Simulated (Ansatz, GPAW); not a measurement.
# CSeO (model structure): optical spectrum from first principles

Wanted: where CSeO (model structure) starts to absorb, how strongly, and its refractive index. The cell was made here by substitution or stacking, whether or not such a phase is known. It was built so: All S replaced by Se in the R3m structure of CSO. The cell is first relaxed with Ansatz.

Method: DFT, LDA, plane-wave PAW (GPAW data sets), scalar-relativistic, RPA, optical limit, in GPAW 26.7.0.

## 1. Starting point

Symmetry: R3m, No. 160, trigonal system. The conventional cell has a = 6.948 Å, b = 6.948 Å, c = 6.402 Å, α = 90.00°, β = 90.00°, γ = 120.00°. Se has 1 C at 1.64 Å nearest. Nearest to O lie 1 C at 1.24 Å. Nearest to C lie 1 O at 1.24 Å and 1 Se at 1.64 Å. All S replaced by Se in the R3m structure of CSO. Farther neighbours and most contacts between anions are not listed.

## 2. Relaxation

Spectra hang on bond lengths, so the cell is first brought to its minimum.

This step: DFT, LDA, plane-wave PAW, default files, scalar-relativistic, relaxation (Ansatz 0.2.0).

input.yaml reads:

```yaml
crystal:
  lattice:
    - [3.47402486, 2.00572919, 2.1341168]
    - [-3.47402486, 2.00572919, 2.1341168]
    - [0.0, -4.01145838, 2.1341168]
  atoms:
    - { symbol: Se, position: [0.541004, 0.541004, 0.541004] }
    - { symbol: O, position: [0.991493, 0.991493, 0.991493] }
    - { symbol: C, position: [0.797703, 0.797703, 0.797703] }
kpoints:
  mp_grid: { grid: [5, 5, 5] }
scf:
  occupations: { method: fermi_dirac, width: 0.05 }
hamiltonian:
  xc: lda
output:
  forces: true
  stress: true
relax:
  f_tol: 0.02
  max_steps: 50
  cell: {}
```

Command:

```console
ansatz run input.yaml --threads 1 --pin off --max-ram 4096MiB --backend cpu --events-out ev --progress --plain --runs-dir out
```

Numbers of over 12 decimals in the logs are rounded to 6 here.

The log of the run:

```text
Engine: ansatz 0.2.0, aarch64-unknown-linux-gnu
Pseudopotentials: kind: paw
Pseudopotential: Se, paw, valence charge 16, recommended cutoff 420 eV (normal), Se.paw.azcp
Pseudopotential: O, paw, valence charge 6, recommended cutoff 420 eV (normal), O.paw.azcp
Pseudopotential: C, paw, valence charge 4, recommended cutoff 420 eV (normal), C.paw.azcp
Functional definition: SPW92
  exchange = slater_x
  correlation = pw_c
Crystal: 3 atoms, lattice volume = 89.223 Å³
Basis set: ecut = 420 eV, 1771 PW (Γ)
Bands: 17, of which v1, the nominal top of the filled ones, is band 13 counted from 1 (12 counted from 0)
Symmetry: 6 space group operations
Space group: R3m (ITA 160), of the structure as read, at distance tolerance 4.5e-5 Å
k-points: 19 of 125 (time reversal used)
Non-local potential: Se, projectors of the file, l = 0: 2, l = 1: 2, l = 2: 3, l = 3: 1
Non-local potential: O, projectors of the file, l = 0: 2, l = 1: 2, l = 2: 1
Non-local potential: C, projectors of the file, l = 0: 2, l = 1: 2, l = 2: 1
PAW form: soft (Blöchl's): semilocal exchange-correlation on the pseudo side does not see the compensation charge
PAW frozen core: Se, regenerated for the run's functional, and the local potential with it (the file was generated under x = pbe(κ = 0.804, μ = 0.219515), c = pbe(β = 0.066725))
PAW frozen core: O, regenerated for the run's functional, and the local potential with it (the file was generated under x = pbe(κ = 0.804, μ = 0.219515), c = pbe(β = 0.066725))
PAW frozen core: C, regenerated for the run's functional, and the local potential with it (the file was generated under x = pbe(κ = 0.804, μ = 0.219515), c = pbe(β = 0.066725))
PAW one-centre angular grid: Se, 590 points (default); XC on 64 Gauss nodes
PAW one-centre angular grid: O, 110 points (default); XC on 64 Gauss nodes
PAW one-centre angular grid: C, 110 points (default); XC on 64 Gauss nodes
Initial density: superposition of atomic densities (neutral atoms: chi_scale 0, normalization atom), corrected by the library's trained network
Initial wavefunctions: pseudopotential atomic-orbital guess
Functional: x = slater, c = lda
SCF iter   1: F=—  HF=-6179.002415 eV  |F-HF|=—  |Δ(HF+E_count)|=         —  Δρ=5.05e-3  dr2=2.63e-2  ethr=1.77e-3  ⟨swp⟩=6.0  Hψ=1737  notcnv=0
preconditioner: auto → none  [insulator: Δε(μ)=4.345 eV  Ē_g=10.537 eV  σ=0.050 eV  W_gap=1.00  n_scr=12 (ndim 8)  ℏωp=14.7 eV  f_vac=0.351  D(μ)=0.00/eV (n_scr^D=0)  ε∞_Penn≈2.9]
SCF iter   2: F=—  HF=-6179.001961 eV  |F-HF|=—  |Δ(HF+E_count)|=   4.54e-4  Δρ=3.49e-3  dr2=1.95e-2  ethr=1.01e-4  ⟨swp⟩=2.2  Hψ=675  notcnv=0
SCF iter   3: F=—  HF=-6178.998332 eV  |F-HF|=—  |Δ(HF+E_count)|=   3.63e-3  Δρ=1.84e-3  dr2=2.39e-3  ethr=7.49e-5  ⟨swp⟩=2.0  Hψ=499  notcnv=0
SCF iter   4: F=—  HF=-6178.998241 eV  |F-HF|=—  |Δ(HF+E_count)|=   9.02e-5  Δρ=1.03e-3  dr2=1.05e-3  ethr=9.20e-6  ⟨swp⟩=2.1  Hψ=443  notcnv=0
SCF iter   5: F=—  HF=-6178.998039 eV  |F-HF|=—  |Δ(HF+E_count)|=   2.02e-4  Δρ=1.69e-4  dr2=1.48e-5  ethr=4.03e-6  ⟨swp⟩=2.0  Hψ=415  notcnv=0
SCF iter   6: F=—  HF=-6178.998039 eV  |F-HF|=—  |Δ(HF+E_count)|=   4.15e-7  Δρ=5.84e-5  dr2=1.27e-6  ethr=5.70e-8  ⟨swp⟩=2.0  Hψ=411  notcnv=0
SCF iter   7: F=-6178.998039 eV  HF=-6178.998039 eV  |F-HF|=3.45e-8  |Δ(HF+E_count)|=   4.96e-7  Δρ=1.16e-5  dr2=6.36e-8  ethr=3.85e-10  ⟨swp⟩=3.8  Hψ=1375  notcnv=0
SCF 1 converged in 7 iterations: F = -6178.998039 eV  dr2 = 6.36e-8
  greatest PAW one-centre occupation: 1.000 electrons in one spin orbital (limit 2), on the Se atom at site 0 (counted from 0), in its partial waves of l = 2
relax step   1: F+E_penalty+E_count = -6178.99803912 eV  Δ(F+E_penalty+E_count) = +0.000e0 eV  max|allowed force component| = 7.673e0 eV/Å  Δτ_max = 0.0000 Å  P = -3.269 GPa  Ω = 89.223 Å³  (7 SCF iters, dr2 threshold 1.00e-7 eV, accepted)
Crystal: 3 atoms, lattice volume = 82.371 Å³
Basis set: ecut = 420 eV, 1657 PW (Γ)
Initial density: handed on by an earlier stage of this run
Initial wavefunctions: those handed on with the density
iter 1 solved again at ethr=3.38e-4 eV; its pass at ethr=3.10e-3 eV (dr2=8.78e-2 eV) is discarded
SCF iter   1: F=—  HF=-6179.355151 eV  |F-HF|=—  |Δ(HF+E_count)|=         —  Δρ=1.25e-2  dr2=8.80e-2  ethr=3.38e-4  ⟨swp⟩=1.6  Hψ=2029  notcnv=0
preconditioner: auto → none  [insulator: Δε(μ)=4.344 eV  Ē_g=10.853 eV  σ=0.050 eV  W_gap=1.00  n_scr=12 (ndim 8)  ℏωp=15.3 eV  f_vac=0.289  D(μ)=0.00/eV (n_scr^D=0)  ε∞_Penn≈3.0]
SCF iter   2: F=—  HF=-6179.328155 eV  |F-HF|=—  |Δ(HF+E_count)|=   2.70e-2  Δρ=6.45e-3  dr2=2.92e-2  ethr=3.38e-4  ⟨swp⟩=2.1  Hψ=471  notcnv=0
SCF iter   3: F=—  HF=-6179.326085 eV  |F-HF|=—  |Δ(HF+E_count)|=   2.07e-3  Δρ=5.04e-3  dr2=2.31e-2  ethr=1.12e-4  ⟨swp⟩=3.0  Hψ=578  notcnv=0
SCF iter   4: F=—  HF=-6179.321251 eV  |F-HF|=—  |Δ(HF+E_count)|=   4.83e-3  Δρ=8.80e-4  dr2=3.41e-4  ethr=8.89e-5  ⟨swp⟩=2.1  Hψ=550  notcnv=0
SCF iter   5: F=—  HF=-6179.321237 eV  |F-HF|=—  |Δ(HF+E_count)|=   1.39e-5  Δρ=5.03e-4  dr2=1.90e-4  ethr=1.31e-6  ⟨swp⟩=2.0  Hψ=441  notcnv=0
SCF iter   6: F=—  HF=-6179.321201 eV  |F-HF|=—  |Δ(HF+E_count)|=   3.58e-5  Δρ=8.11e-5  dr2=2.44e-6  ethr=7.29e-7  ⟨swp⟩=2.1  Hψ=417  notcnv=0
SCF iter   7: F=-6179.321202 eV  HF=-6179.321202 eV  |F-HF|=7.47e-8  |Δ(HF+E_count)|=   7.84e-7  Δρ=2.44e-5  dr2=2.29e-7  ethr=1.15e-9  ⟨swp⟩=5.0  Hψ=1260  notcnv=0
SCF 2 converged in 7 iterations: F = -6179.321202 eV  dr2 = 2.29e-7
relax step   2: F+E_penalty+E_count = -6179.32120193 eV  Δ(F+E_penalty+E_count) = -3.232e-1 eV  max|allowed force component| = 2.995e0 eV/Å  Δτ_max = 0.0480 Å  P = -0.878 GPa  Ω = 82.371 Å³  energy of the carried Pulay correction = +1.264e-2 eV  (7 SCF iters, dr2 threshold 3.00e-7 eV, accepted)
Crystal: 3 atoms, lattice volume = 72.944 Å³
Basis set: ecut = 420 eV, 1387 PW (Γ)
iter 1 solved again at ethr=3.36e-4 eV; its pass at ethr=3.10e-3 eV (dr2=8.73e-2 eV) is discarded
SCF iter   1: F=—  HF=-6179.450958 eV  |F-HF|=—  |Δ(HF+E_count)|=         —  Δρ=1.38e-2  dr2=8.73e-2  ethr=3.36e-4  ⟨swp⟩=1.5  Hψ=2109  notcnv=0
preconditioner: auto → none  [insulator: Δε(μ)=4.153 eV  Ē_g=11.076 eV  σ=0.050 eV  W_gap=1.00  n_scr=12 (ndim 8)  ℏωp=16.3 eV  f_vac=0.215  D(μ)=0.00/eV (n_scr^D=0)  ε∞_Penn≈3.2]
SCF iter   2: F=—  HF=-6179.426525 eV  |F-HF|=—  |Δ(HF+E_count)|=   2.44e-2  Δρ=7.25e-3  dr2=3.19e-2  ethr=3.36e-4  ⟨swp⟩=2.4  Hψ=467  notcnv=0
SCF iter   3: F=—  HF=-6179.422498 eV  |F-HF|=—  |Δ(HF+E_count)|=   4.03e-3  Δρ=5.01e-3  dr2=1.60e-2  ethr=1.23e-4  ⟨swp⟩=2.6  Hψ=715  notcnv=0
[...]
SCF 3 converged in 7 iterations: F = -6179.418956 eV  dr2 = 7.88e-8
relax step   3: F+E_penalty+E_count = -6179.41895570 eV  Δ(F+E_penalty+E_count) = -9.775e-2 eV  max|allowed force component| = 1.123e0 eV/Å  Δτ_max = 0.0875 Å  P = +0.888 GPa  Ω = 72.944 Å³  energy of the carried Pulay correction = +3.178e-2 eV  (7 SCF iters, dr2 threshold 3.00e-7 eV, accepted)
[... from here on, the SCF cycles and remarks between the steps are left out ...]
relax step   4: F+E_penalty+E_count = -6179.44846888 eV  Δ(F+E_penalty+E_count) = -2.951e-2 eV  max|allowed force component| = 5.698e-1 eV/Å  Δτ_max = 0.0460 Å  P = +0.125 GPa  Ω = 68.378 Å³  energy of the carried Pulay correction = +4.188e-2 eV  (7 SCF iters, dr2 threshold 3.00e-7 eV, accepted)
relax step   5: F+E_penalty+E_count = -6179.46507290 eV  Δ(F+E_penalty+E_count) = -1.660e-2 eV  max|allowed force component| = 2.459e-1 eV/Å  Δτ_max = 0.0043 Å  P = -0.495 GPa  Ω = 64.949 Å³  energy of the carried Pulay correction = +4.986e-2 eV  (6 SCF iters, dr2 threshold 3.00e-7 eV, accepted)
relax step   6: F+E_penalty+E_count = -6179.47379226 eV  Δ(F+E_penalty+E_count) = -8.719e-3 eV  max|allowed force component| = 1.546e-1 eV/Å  Δτ_max = 0.0034 Å  P = -0.139 GPa  Ω = 62.302 Å³  energy of the carried Pulay correction = +5.627e-2 eV  (7 SCF iters, dr2 threshold 3.00e-7 eV, accepted)
relax step   7: F+E_penalty+E_count = -6179.47331517 eV  Δ(F+E_penalty+E_count) = +4.771e-4 eV  max|allowed force component| = 1.477e-2 eV/Å  Δτ_max = 0.0077 Å  P = +0.035 GPa  Ω = 62.743 Å³  energy of the carried Pulay correction = +5.519e-2 eV  (5 SCF iters, dr2 threshold 3.00e-7 eV, accepted)
relax step   8: F+E_penalty+E_count = -6179.47285079 eV  Δ(F+E_penalty+E_count) = +4.644e-4 eV  max|allowed force component| = 2.982e-2 eV/Å  Δτ_max = 0.0047 Å  P = -0.036 GPa  Ω = 62.956 Å³  energy of the carried Pulay correction = +5.466e-2 eV  (6 SCF iters, dr2 threshold 1.58e-8 eV, accepted)
relax step   9: F+E_penalty+E_count = -6179.47286413 eV  Δ(F+E_penalty+E_count) = -1.334e-5 eV  max|allowed force component| = 1.048e-3 eV/Å  Δτ_max = 0.0002 Å  P = +0.002 GPa  Ω = 62.953 Å³  energy of the carried Pulay correction = +5.467e-2 eV  (4 SCF iters, dr2 threshold 5.56e-8 eV, accepted)
relax step  10: F+E_penalty+E_count = -6179.45775401 eV  Δ(F+E_penalty+E_count) = +1.511e-2 eV  max|allowed force component| = 1.104e-2 eV/Å  Δτ_max = 0.0000 Å  P = -0.362 GPa  Ω = 62.953 Å³  stress off target by 3.76e-1 GPa  SCF on the basis re-selected at this cell (its energy is not comparable with the rows above)  (8 SCF iters)
relax step  11: F+E_penalty+E_count = -6179.46284600 eV  Δ(F+E_penalty+E_count) = -5.092e-3 eV  max|allowed force component| = 2.710e-3 eV/Å  Δτ_max = 0.0040 Å  P = -0.189 GPa  Ω = 61.797 Å³  energy of the carried Pulay correction = +3.063e-3 eV  (6 SCF iters, dr2 threshold 3.00e-7 eV, accepted)
relax step  12: F+E_penalty+E_count = -6179.46508008 eV  Δ(F+E_penalty+E_count) = -2.234e-3 eV  max|allowed force component| = 1.579e-3 eV/Å  Δτ_max = 0.0035 Å  P = -0.060 GPa  Ω = 61.130 Å³  energy of the carried Pulay correction = +4.774e-3 eV  (6 SCF iters, dr2 threshold 1.05e-7 eV, accepted)
relax step  13: F+E_penalty+E_count = -6179.46613313 eV  Δ(F+E_penalty+E_count) = -1.053e-3 eV  max|allowed force component| = 1.086e-3 eV/Å  Δτ_max = 0.0009 Å  P = -0.001 GPa  Ω = 60.759 Å³  energy of the carried Pulay correction = +5.750e-3 eV  (6 SCF iters, dr2 threshold 1.20e-8 eV, accepted)
relax step  14: F+E_penalty+E_count = -6179.46115053 eV  Δ(F+E_penalty+E_count) = +4.983e-3 eV  max|allowed force component| = 6.073e-4 eV/Å  Δτ_max = 0.0000 Å  P = -0.097 GPa  Ω = 60.759 Å³  stress off target by 1.15e-1 GPa  SCF on the basis re-selected at this cell (its energy is not comparable with the rows above)  (7 SCF iters)
relax step  15: F+E_penalty+E_count = -6179.46293788 eV  Δ(F+E_penalty+E_count) = -1.787e-3 eV  max|allowed force component| = 7.883e-4 eV/Å  Δτ_max = 0.0007 Å  P = -0.004 GPa  Ω = 60.181 Å³  energy of the carried Pulay correction = +1.584e-3 eV  (6 SCF iters, dr2 threshold 3.32e-8 eV, accepted)
iter 1 solved again at ethr=1.53e-7 eV; its pass at ethr=3.10e-3 eV (dr2=3.99e-5 eV) is discarded
SCF iter   1: F=—  HF=-6179.461390 eV  |F-HF|=—  |Δ(HF+E_count)|=         —  Δρ=6.51e-5  dr2=4.09e-7  ethr=1.53e-7  ⟨swp⟩=3.0  Hψ=2626  notcnv=0
preconditioner: auto → none  [insulator: Δε(μ)=3.564 eV  Ē_g=11.193 eV  σ=0.050 eV  W_gap=1.00  n_scr=12 (ndim 8)  ℏωp=17.9 eV  f_vac=0.093  D(μ)=0.00/eV (n_scr^D=0)  ε∞_Penn≈3.6]
SCF iter   2: F=—  HF=-6179.461392 eV  |F-HF|=—  |Δ(HF+E_count)|=   1.80e-6  Δρ=3.12e-5  dr2=2.02e-7  ethr=1.57e-9  ⟨swp⟩=2.0  Hψ=475  notcnv=0
SCF iter   3: F=—  HF=-6179.461392 eV  |F-HF|=—  |Δ(HF+E_count)|=   3.78e-8  Δρ=2.08e-5  dr2=1.82e-7  ethr=7.78e-10  ⟨swp⟩=2.0  Hψ=473  notcnv=0
SCF iter   4: F=—  HF=-6179.461392 eV  |F-HF|=—  |Δ(HF+E_count)|=   3.20e-8  Δρ=3.12e-6  dr2=1.75e-9  ethr=6.99e-10  ⟨swp⟩=2.0  Hψ=414  notcnv=0
SCF iter   5: F=—  HF=-6179.461392 eV  |F-HF|=—  |Δ(HF+E_count)|=  3.87e-10  Δρ=1.13e-6  dr2=8.04e-10  ethr=6.73e-12  ⟨swp⟩=2.0  Hψ=568  notcnv=0
SCF iter   6: F=-6179.461392 eV  HF=-6179.461392 eV  |F-HF|=1.27e-11  |Δ(HF+E_count)|=  1.51e-10  Δρ=2.86e-7  dr2=2.24e-11  ethr=1.00e-12  ⟨swp⟩=5.0  Hψ=1680  notcnv=0
SCF 16 converged in 6 iterations: F = -6179.461392 eV  dr2 = 2.24e-11
relax step  16: F+E_penalty+E_count = -6179.46139191 eV  Δ(F+E_penalty+E_count) = +1.546e-3 eV  max|allowed force component| = 4.172e-4 eV/Å  Δτ_max = 0.0000 Å  P = -0.017 GPa  Ω = 60.181 Å³  stress off target by 2.05e-2 GPa  SCF on the basis re-selected at this cell (its energy is not comparable with the rows above)  (6 SCF iters)
basis re-selected at this cell: Δ(F+E_penalty+E_count) = +1.546e-3 eV, ΔP = -0.014 GPa vs the last step (what re-selecting the basis moved, of the pressure what is left beyond the Pulay correction that the steps carried, after the strain that the cell walked since its last selection, with what the two solves' SCF thresholds leave and, on support functions, any second-order correction that the steps lacked; it is no m [...]
SCF converged after 6 iterations
Free energy (F): -6179.461392 eV
Harris-Foulkes:  -6179.461392 eV  (|F-HF|=1.27e-11)
Internal energy: -6179.461392 eV  (E = F + TS)
E sigma→0 (E₀):  -6179.461392 eV
Fermi energy:    3.876978 eV
--- Per-component energies (eV) ---
  E_band       = -532.652235
  E_kinetic    = 376.417444
  E_local      = -3451.510104  (includes V_loc(G=0)·N_el)
  E_nonlocal   = -508.485902
  E_hartree    = 1563.476703
  E_xc         = -218.984834
  E_vxc        = -244.692977  (∫ρ·V_xc dr)
  E_paw        = -2066.185577  (= ΣΔE_a)
  E_vpaw       = 168.664036  (= ΣTr[D̂ρ^β])
  E_aug_tail   = 0.001845  (compensation charges beyond the density's cutoff)
  E_ewald      = -1876.568083
  E_core_change = 2.377116  (= ΣΔE_core)
  E_smearing   = -0.000000  (= −TS)
  E_closure    = 0.000000  (closes the sum)
  Σ components = -6179.461392   (vs F -6179.461392, Δ=0.00e0)
--- Forces (eV/Å), atoms counted from 1 ---
  atom   1  Se    -0.00000000     0.00000000     0.00034826
  atom   2  O     -0.00000000     0.00000000    -0.00041476
  atom   3  C      0.00000000    -0.00000000     0.00007368
  max |Σ_I F_I| component: 7.18e-6 eV/Å
--- Stress (GPa, compression-positive) ---
       -0.020532      -0.000000      -0.000000
       -0.000000      -0.020532       0.000000
       -0.000000       0.000000      -0.011077
  P = ⅓ Tr σ = -0.0174 GPa (-0.174 kbar)
--- Relaxed structure (13 steps of the walk, 13 accepted, 3 SCFs on fresh bases) ---
  F+E_penalty+E_count = -6179.46139191 eV   max|allowed force component| = 4.172e-4 eV/Å   (the final SCF, on the basis selected at the relaxed cell)
  cell:  # Å, volume = 60.1807 Å³
    - [3.007016, 1.736102, 1.921298]
    - [-3.007016, 1.736102, 1.921298]
    - [-3.69856364755187e-17, -3.472203, 1.921298]
  atoms:
    - { symbol: Se, position: [0.513142, 0.513142, 0.513142] }
    - { symbol: O, position: [1.009143, 1.009143, 1.009143] }
    - { symbol: C, position: [0.807914, 0.807914, 0.807914] }
```

Wall time 37 s (1 thread of Arm Neoverse V2, shared host); peak memory 0.34 GiB.

Relaxation path:

```
step  energy less that of the first step (eV)  largest force component (eV/Å)  pressure (GPa)  volume (Å³)
   1                                   0.0000                          7.6734           -3.27        89.22
   2                                  -0.3232                          2.9949           -0.88        82.37
   3                                  -0.4209                          1.1235            0.89        72.94
   4                                  -0.4504                          0.5698            0.13        68.38
   5                                  -0.4670                          0.2459           -0.49        64.95
   6                                  -0.4758                          0.1546           -0.14        62.30
   7                                  -0.4753                          0.0148            0.03        62.74
   8                                  -0.4748                          0.0298           -0.04        62.96
   9                                  -0.4748                          0.0010            0.00        62.95
 10*                                  -0.4597                          0.0110           -0.36        62.95
  11                                  -0.4648                          0.0027           -0.19        61.80
  12                                  -0.4670                          0.0016           -0.06        61.13
  13                                  -0.4681                          0.0011            0.00        60.76
 14*                                  -0.4631                          0.0006           -0.10        60.76
  15                                  -0.4649                          0.0008            0.00        60.18
 16*                                  -0.4634                          0.0004           -0.02        60.18
```

Relaxation steps marked * repeat the geometry before them on a plane-wave basis chosen anew for their cell, so energy and pressure can jump there.

The run keeps the 6 symmetry operations that it works with, so distortions that break them were not tested.

```
     cell as run  before  after   change
           a (Å)   4.544  3.968  -12.7 %
           b (Å)   4.544  3.968  -12.7 %
           c (Å)   4.544  3.968  -12.7 %
           α (°)   99.74  98.53   -1.2 %
           β (°)   99.74  98.53   -1.2 %
           γ (°)   99.74  98.53   -1.2 %
volume (Å³/atom)   29.74  20.06  -32.5 %
```

The atoms that moved most (Å, as changes of fractional coordinates times the final cell):

```
atom     dx     dy      dz  length
 Se1  0.000  0.000  -0.161   0.161
  O2  0.000  0.000   0.102   0.102
  C3  0.000  0.000   0.059   0.059
```

The relaxed structure:

```cif
data_structure
_symmetry_space_group_name_H-M 'P 1'
_symmetry_Int_Tables_number 1
_cell_length_a 3.9683
_cell_length_b 3.9683
_cell_length_c 3.9683
_cell_angle_alpha 98.533
_cell_angle_beta 98.533
_cell_angle_gamma 98.533
_cell_volume 60.18
loop_
_atom_site_label
_atom_site_type_symbol
_atom_site_fract_x
_atom_site_fract_y
_atom_site_fract_z
_atom_site_occupancy
Se1 Se 0.51314 0.51314 0.51314 1
O2 O 0.00914 0.00914 0.00914 1
C3 C 0.80791 0.80791 0.80791 1
```

The relaxation ends with a largest force component of 4.2e-4 eV/Å and a pressure of -0.02 GPa.

(Continued in part 2 of 3.)

[Machine, clock and banner lines and Python warnings are left out of the logs.]

[Logs are printed without paths, hosts, clocks, repeated set-up lines and the standing remarks that a program may print on its own settings, such as how far it seeks lower states.]

[Hosts, paths, dates, database ids (printed as entryN), source tags and the programs' standing remarks are cut or masked in the printed files.]
